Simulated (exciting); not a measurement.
Two BSE runs for the F K edge of BaLiF3, space group Pm-3m. Run A: exciting, all-electron LAPW+lo, LDA, exchange and screened direct term (singlet BSE), 4×4×4 shifted k points, 36 conduction bands, |G+q| up to 3 bohr⁻¹, full RPA screening with nempty = 60, Lorentzian half width 0.45 eV. Run B differs in one setting: k mesh, kernel cutoff, basis, band set, screening or width.

Energy from the Kohn–Sham onset, core level to the lowest empty state found on the meshes used; one zero for both, scaled to A's maximum:

```
E (eV)     A     B
  -6.5  0.01  0.04
  -6.0  0.02  0.05
  -5.5  0.02  0.05
  -5.0  0.02  0.06
  -4.5  0.03  0.07
  -4.0  0.03  0.09
  -3.5  0.04  0.11
  -3.0  0.06  0.14
  -2.5  0.08  0.19
  -2.0  0.13  0.25
  -1.5  0.24  0.35
  -1.0  0.60  0.47
  -0.5  0.99  0.57
   0.0  0.86  0.62
   0.5  0.97  0.63
   1.0  0.78  0.59
   1.5  0.59  0.53
   2.0  0.48  0.47
   2.5  0.38  0.42
   3.0  0.33  0.38
   3.5  0.34  0.36
   4.0  0.32  0.35
   4.5  0.29  0.34
   5.0  0.27  0.35
   5.5  0.33  0.37
   6.0  0.52  0.41
   6.5  0.67  0.43
   7.0  0.62  0.42
   7.5  0.42  0.38
   8.0  0.34  0.32
   8.5  0.23  0.28
   9.0  0.19  0.24
   9.5  0.19  0.22
  10.0  0.17  0.20
  10.5  0.15  0.19
  11.0  0.16  0.18
  11.5  0.18  0.17
  12.0  0.13  0.16
  12.5  0.11  0.15
  13.0  0.10  0.14
  13.5  0.12  0.15
  14.0  0.15  0.15
  14.5  0.17  0.16
  15.0  0.20  0.16
  15.5  0.18  0.16
  16.0  0.17  0.16
  16.5  0.16  0.15
  17.0  0.14  0.14
  17.5  0.12  0.13
  18.0  0.10  0.12
  18.5  0.09  0.11
  19.0  0.09  0.11
  19.5  0.10  0.11
  20.0  0.09  0.11
  20.5  0.09  0.11
  21.0  0.10  0.11
  21.5  0.12  0.12
  22.0  0.15  0.13
```

**Question.** Which is the likeliest?

The half width (eV) from 0.45 to 1.35. The spectrum differs from run A by 29 % r.m.s. The highest maximum lies at 0.3 eV (0.63), against -0.6 eV (1.00). Only the width of each line changes; the area stays. A table step wider than the lines misses their tops. Other settings could leave a like mark; this is the change that was made.

[Banner, clock and machine lines of the logs are left out without a mark of their own.]

[Logs are printed without paths, hosts, clocks, repeated set-up lines and the standing remarks that a program may print on its own settings, such as how far it seeks lower states.]

[Hosts, paths, dates, database ids (printed as entryN), source tags and the programs' standing remarks are cut or masked in the printed files.]
